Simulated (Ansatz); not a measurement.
In doubt: masses and optical values from hybrid runs of this build are listed as unsure (in some of the runs), which bears on the screening that GW takes from such a start.

The crystal is ZnSnN2 (Pna2_1).

```xyz
16
Lattice="5.8543 0.0000 0.0000 0.0000 6.7375 0.0000 0.0000 0.0000 5.4806" Properties=species:S:1:pos:R:3 pbc="T T T"
Zn    3.4134    5.8949    5.4741
Zn    2.4409    0.8426    2.7338
Zn    5.3680    2.5262    2.7338
Zn    0.4863    4.2113    5.4741
Sn    3.4447    2.5270    5.4766
Sn    2.4096    4.2105    2.7363
Sn    5.3368    5.8957    2.7363
Sn    0.5175    0.8418    5.4766
N     3.4095    2.5223    2.0736
N     2.4448    4.2152    4.8139
N     5.3719    5.8910    4.8139
N     0.4824    0.8464    2.0736
N     3.3938    5.9006    2.0473
N     2.4605    0.8369    4.7876
N     5.3876    2.5318    4.7876
N     0.4667    4.2056    2.0473
```

The cell and positions are those that the Materials Project relaxed with its own functionals (PBE, PBE+U or r2SCAN), kept fixed.

Gaps computed with Ansatz 0.2.0 without a self-energy: HSE06 1.33 eV, r2SCAN 0.51 eV and PBE0 1.99 eV.

Q: What gap should G0W0 on HSE06 give (2×2×4 mesh, 505 empty bands, screening to 102 eV, PAW set soft_1 files)?

About 1.40 eV: on its mesh the run moves the gap from 1.34 eV by +0.07 eV. Among the scalar-relativistic levels given, HSE06 is nearest (−0.07 eV). Bands and cutoff are finite, so the gap is not at the basis limit. The miss can reach some tenths of an eV and take either sign; the mesh is an error of its own. The 2×2×4 mesh is coarse for this cell (its supercell is 12 Å along the shortest edge). The RPA ε∞ on it, from the HSE06 start, is 8.07, 8.23 and 8.43; such meshes misread the long-range screening, most where the gap is narrow. A d shell, filled or nearly so, lies near the gap. One-shot GW converges very slowly in bands there, not always from below, and on a semilocal start the gap tends to come out low; starts rich in exact exchange can overshoot instead. The many-body steps are scalar-relativistic: spin-orbit coupling is not in them.

[Paths, hosts, dates, memory and timing lines, banners, echoed tables and standing remarks are left out of the program output.]

[Logs are printed without paths, hosts, clocks, repeated set-up lines and the standing remarks that a program may print on its own settings, such as how far it seeks lower states.]

[Runs of the session that timed out or met a known fault of the program may be left out.]

[Cells called generated may have been cut or substituted from an entry of the Crystallography Open Database or the Materials Project.]

[Hosts, paths, dates, database ids (printed as entryN), source tags and the programs' standing remarks are cut or masked in the printed files.]
